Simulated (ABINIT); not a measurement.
## Quasiparticle gap of AgCl (Fm-3m) in ABINIT

Wanted: ground state, empty states, screening and self-energy for AgCl (Fm-3m).

Calculated with ABINIT 10.8.3; PBE and many-body steps on it, plane waves.

This is a report of a sequence of runs, with most program output left out.

**1. The structure**

Symmetry: Fm-3m, No. 225, cubic system. Conventional cell: a = 5.597 Å, b = 5.597 Å, c = 5.597 Å, α = 90.00°, β = 90.00°, γ = 90.00°. Ag has 6 Cl at 2.80 Å nearest. Nearest to Cl lie 6 Ag at 2.80 Å. Farther neighbours and most contacts between anions are not listed.

 The runs that relaxed it are not among those shown.

**2. Ground state**

This step: ABINIT 10.8.3; DFT, PBE, plane waves, norm-conserving pseudopotentials.

The ground-state density comes first.

run.abi reads:

```
acell 3*1.0 Angstrom
rprim 
  0.000000000000 2.798500000000 2.798500000000
  2.798500000000 0.000000000000 2.798500000000
  2.798500000000 2.798500000000 -0.000000000000
ntypat 2
znucl 47 17
natom 2
typat 1 2
xred 
  0.000000000000 0.000000000000 0.000000000000
  0.500000000000 0.500000000000 0.500000000000
pp_dirpath "pseudos"
pseudos "Ag.upf, Cl.upf"
ecut 37
ngkpt 6 6 6
nshiftk 1
shiftk 0 0 0
kptopt 1
chksymbreak 0
nband 18
occopt 1
tolvrs 1e-10
nstep 60
prtwf 0
optforces 0
optstress 0
indata_prefix "in"
outdata_prefix "out"
tmpdata_prefix "tmp"
```

Run with:

```sh
OMP_NUM_THREADS=1 mpirun -n 8 abinit run.abi > log
```

Run time: 7.9 s. Hardware: 8 MPI ranks of Arm Neoverse V1, shared host; peak memory 0.61 GiB; 62 s of CPU time.

This step gave:

- total energy: -4665.3464 eV
- gap: 0.9214 eV
- k of the valence top: 0.5, 0, 0
- k of the conduction bottom: 0, 0, 0
- least direct gap: 3.124 eV

The gap is indirect, with the least direct gap 2.20 eV higher.

**3. Bands along the symmetry lines**

The cheap functional maps the bands first; the places of the edges decide which points the dearer methods must see.

run.abi reads:

```
acell 3*1.0 Angstrom
rprim 
  0.000000000000 2.798500000000 2.798500000000
  2.798500000000 0.000000000000 2.798500000000
  2.798500000000 2.798500000000 -0.000000000000
ntypat 2
znucl 47 17
natom 2
typat 1 2
xred 
  0.000000000000 0.000000000000 0.000000000000
  0.500000000000 0.500000000000 0.500000000000
pp_dirpath "pseudos"
pseudos "Ag.upf, Cl.upf"
ecut 37
iscf -2
irdden 1
kptopt 0
nkpt 50
kpt 
  0.00000000 0.00000000 0.00000000
  0.06250000 0.00000000 0.06250000
  0.12500000 0.00000000 0.12500000
  0.18750000 0.00000000 0.18750000
  0.25000000 0.00000000 0.25000000
  0.31250000 0.00000000 0.31250000
  0.37500000 0.00000000 0.37500000
  0.43750000 0.00000000 0.43750000
  0.50000000 0.00000000 0.50000000
  0.51562500 0.03125000 0.51562500
  0.53125000 0.06250000 0.53125000
  0.54687500 0.09375000 0.54687500
  0.56250000 0.12500000 0.56250000
  0.57812500 0.15625000 0.57812500
  0.59375000 0.18750000 0.59375000
  0.60937500 0.21875000 0.60937500
  0.62500000 0.25000000 0.62500000
  0.37500000 0.37500000 0.75000000
  0.32812500 0.32812500 0.65625000
  0.28125000 0.28125000 0.56250000
  0.23437500 0.23437500 0.46875000
  0.18750000 0.18750000 0.37500000
  0.14062500 0.14062500 0.28125000
  0.09375000 0.09375000 0.18750000
  0.04687500 0.04687500 0.09375000
  0.00000000 0.00000000 0.00000000
  0.06250000 0.06250000 0.06250000
  0.12500000 0.12500000 0.12500000
  0.18750000 0.18750000 0.18750000
  0.25000000 0.25000000 0.25000000
  0.31250000 0.31250000 0.31250000
  0.37500000 0.37500000 0.37500000
  0.43750000 0.43750000 0.43750000
  0.50000000 0.50000000 0.50000000
  0.50000000 0.46875000 0.53125000
  0.50000000 0.43750000 0.56250000
  0.50000000 0.40625000 0.59375000
  0.50000000 0.37500000 0.62500000
  0.50000000 0.34375000 0.65625000
  0.50000000 0.31250000 0.68750000
  0.50000000 0.28125000 0.71875000
  0.50000000 0.25000000 0.75000000
  0.50000000 0.21875000 0.71875000
  0.50000000 0.18750000 0.68750000
  0.50000000 0.15625000 0.65625000
  0.50000000 0.12500000 0.62500000
  0.50000000 0.09375000 0.59375000
  0.50000000 0.06250000 0.56250000
  0.50000000 0.03125000 0.53125000
  0.50000000 0.00000000 0.50000000
istwfk *1
nband 20
nbdbuf 2
tolwfr 1e-08
nstep 40
prtwf 0
prtvol 0
indata_prefix "in"
outdata_prefix "out"
tmpdata_prefix "tmp"
```

It took 11 s on 8 MPI ranks; peak memory 0.54 GiB; 90 s of CPU time.

Numbers from this step:

- gap: 0.9214 eV
- k of the valence top: 0.5, 0.5, 0.5
- k of the conduction bottom: 0, 0, 0
- least direct gap: 2.906 eV

The gap is 0.921 eV, as in the run before at this level.

Electronic bands along the path, in eV, zero at the top of the highest filled band:

```csv
point,band 10,band 11,band 12,band 13,band 14,band 15,band 16,band 17
Γ,-2.29,-2.20,-2.20,-2.20,0.92,10.72,10.72,10.72
halfway,-2.21,-1.69,-1.69,-1.28,3.37,7.39,8.77,10.11
X,-2.12,-1.88,-1.88,-1.81,2.42,8.01,8.55,11.39
halfway,-1.90,-1.85,-1.71,-1.69,2.77,7.85,8.41,10.80
U,-1.94,-1.77,-1.59,-0.99,3.61,7.25,8.09,9.71
jump to K,-1.94,-1.77,-1.59,-0.99,3.61,7.25,8.09,9.71
halfway,-2.06,-1.64,-1.64,-0.23,3.72,7.32,8.09,8.76
Γ,-2.29,-2.20,-2.20,-2.20,0.92,10.72,10.72,10.72
halfway,-2.17,-1.92,-0.76,-0.76,2.91,7.80,9.14,9.14
L,-1.99,-1.69,0.00,0.00,4.31,6.39,7.67,7.67
halfway,-1.99,-1.75,-0.95,-0.46,4.92,5.71,8.06,8.48
W,-1.91,-1.89,-1.88,-1.12,4.16,7.87,7.87,7.97
halfway,-1.90,-1.88,-1.86,-1.40,3.11,7.84,8.28,9.66
X,-2.12,-1.88,-1.88,-1.81,2.42,8.01,8.55,11.39
```

**4. Empty states on the mesh, 6×6×6 mesh, 414 bands**

The sums over transitions need many empty states on a uniform mesh; this step solves for them.

run.abi reads:

```
acell 3*1.0 Angstrom
rprim 
  0.000000000000 2.798500000000 2.798500000000
  2.798500000000 0.000000000000 2.798500000000
  2.798500000000 2.798500000000 -0.000000000000
ntypat 2
znucl 47 17
natom 2
typat 1 2
xred 
  0.000000000000 0.000000000000 0.000000000000
  0.500000000000 0.500000000000 0.500000000000
pp_dirpath "pseudos"
pseudos "Ag.upf, Cl.upf"
ecut 37
ngkpt 6 6 6
nshiftk 1
shiftk 0 0 0
kptopt 1
chksymbreak 0
irdden 1
istwfk *1
nband 414
prtvol 0
optdriver 6
gwr_task "HDIAGO"
paral_kgb 0
occopt 1
indata_prefix "in"
outdata_prefix "out"
tmpdata_prefix "tmp"
```

It took 58 s on 8 MPI ranks; peak memory 4.9 GiB.

This step gave:

```yaml
gap: 0.9214 eV
k_of_the_valence_top: 0.5, 0, 0
k_of_the_conduction_bottom: 0, 0, 0
least_direct_gap: 3.124 eV
k_points_computed: 16
lowest_point_of_the_top_converged_band_above_the_valence_top: 238.1226 eV
```

On this mesh the gap is 0.921 eV.

**5. Screening, 6×6×6 mesh, 406 bands, screening to 326.5 eV**

The RPA dielectric matrix is built and inverted for each q.

This step: RPA screening on PBE, plane waves, norm-conserving pseudopotentials.

Edit run.abi of step 4 so:

```diff
@@ -20,10 +20,11 @@
 chksymbreak 0
-irdden 1
 istwfk *1
-nband 414
-prtvol 0
-optdriver 6
-gwr_task "HDIAGO"
-paral_kgb 0
 occopt 1
+irdwfk 1
+optdriver 3
+nband 406
+ecuteps 12
+inclvkb 2
+awtr 1
+symchi 1
 indata_prefix "in"
```

Elapsed: 28 min, on 8 MPI ranks; peak memory 8.1 GiB.

This step gave:

```yaml
eps_infinity_with_local_fields_on_this_mesh_along_the_program_s_q_direction: 4.847
the_same_without_local_fields: 5.314
plasma_frequency: 28.60 eV
plane_waves_in_the_screening_matrix: 609
```

Local fields lower ε∞ by 9 %.

**6. Self-energy, 6×6×6 mesh, 406 bands, screening to 326.5 eV**

The self-energy is evaluated for the states that the input lists, and the levels follow from it, in one-shot runs by the linearised quasiparticle equation.

This step: G0W0 on PBE, plane waves, norm-conserving pseudopotentials.

Edit run.abi of step 5 so:

```diff
@@ -23,8 +23,17 @@
 irdwfk 1
-optdriver 3
+optdriver 4
 nband 406
+gwcalctyp 0
+ecutsigx 37
+symsigma 1
+nkptgw 2
+kptgw 
+  0.5000000000 0.0000000000 0.0000000000
+  0.0000000000 0.0000000000 0.0000000000
+bdgw 
+  12 15
+  11 17
 ecuteps 12
-inclvkb 2
-awtr 1
-symchi 1
+irdscr 1
+ppmodel 1
 indata_prefix "in"
```

Run time: 3.6 min. Hardware: 8 MPI ranks; peak memory 8.9 GiB.

Numbers from this step:

```yaml
g0w0_gap_on_the_points_computed: 2.335 eV
starting_gap_on_the_mesh: 0.9214 eV
k_of_the_valence_top: 0.5, 0, 0
k_of_the_conduction_bottom: 0, 0, 0
z_at_the_valence_top: 0.792
z_at_the_conduction_bottom: 0.83
least_direct_g0w0_gap_on_the_computed_points: 4.758 eV
```

The gap on the mesh goes from 0.92 eV to 2.34 eV, a correction of +1.41 eV.

Limits: finite bands, cutoff and mesh; d shell near the gap, gap tends to lie low; no spin-orbit coupling; coarse k mesh. v1 is the top filled band, c1 the lowest empty one. The levels before and after the correction (eV, zero at the valence-band top of each column):

```
           conduction bottom  valence top
Kohn-Sham               0.92         0.00
     G0W0               2.33         0.00
```

```csv
,level,energy (eV)
Kohn-Sham,(0.5 0 0) v2-v1,0.000
Kohn-Sham,(0.5 0 0) c1,4.314
Kohn-Sham,(0.5 0 0) c2,6.391
Kohn-Sham,Γ v3-v1,-2.203
Kohn-Sham,Γ c1,0.921
Kohn-Sham,Γ c2-c4,10.719
G0W0,(0.5 0 0) v2-v1,0.000
G0W0,(0.5 0 0) c1,5.648
G0W0,(0.5 0 0) c2,8.172
G0W0,Γ v3-v1,-2.423
G0W0,Γ c1,2.335
G0W0,Γ c2-c4,12.512
```

**7. Where the time went**

Times are wall times on 8 MPI ranks of Arm Neoverse V1, shared host, good to a factor of about two.

```csv
step,time,share,memory (GiB)
ground state,7.9 s,0 %,0.61
bands along the symmetry lines,11 s,1 %,0.54
empty states on the mesh,58 s,3 %,4.9
screening,28 min,85 %,8.1
self-energy,3.6 min,11 %,8.9
```

**8. What came out**

```yaml
pbe_gap: 0.92 eV, indirect
g0w0_gap_on_the_mesh: 2.34 eV
gw_settings: 6×6×6 mesh, 406 bands, screening to 326.5 eV, Godby-Needs plasmon pole
known_limits: not at the basis limit; d shell near the gap, gap tends to lie low; no spin-orbit coupling; coarse k mesh
```

What this shows: G0W0 moves the gap on the mesh from 0.92 eV to 2.34 eV (+1.41 eV), with Z of 0.79 and 0.83 at the edges. Local fields lower the RPA ε∞ on this mesh from 5.31 to 4.85. Only 2 of the mesh's irreducible points were corrected, so a valley elsewhere could overtake. The dearest step here is «screening». Bands and cutoff are finite, so the gap is not at the basis limit. The miss can reach some tenths of an eV and take either sign; the mesh is an error of its own. In the G0W0 run levels were corrected at 2 k points alone, so a gap called «on the mesh» is the least over those, and an edge elsewhere would be missed. The 6×6×6 mesh is coarse for this cell, which bears on the long-range parts of exchange and screening. A d shell, filled or nearly so, lies near the gap. One-shot GW converges very slowly in bands there, not always from below, and on a semilocal start the gap tends to come out low; starts rich in exact exchange can overshoot instead. The many-body steps are scalar-relativistic: spin-orbit coupling is not in them.

[Paths, hosts, dates, memory and timing lines, banners, echoed tables and standing remarks are left out of the program output.]

[Logs are printed without paths, hosts, clocks, repeated set-up lines and the standing remarks that a program may print on its own settings, such as how far it seeks lower states.]

[Runs of the session that timed out or met a known fault of the program may be left out.]

[Hosts, paths, dates, database ids (printed as entryN), source tags and the programs' standing remarks are cut or masked in the printed files.]

[G0W0 gaps are taken among the corrected bands and points alone; a level outside them can change the order at an edge.]

[Where Ansatz stands beside ABINIT at settings called matched, ABINIT's density can come from a denser mesh and the files from another edition; pairs whose starting gaps differed by over 0.03 eV were left out, so agreement reads better than it is.]
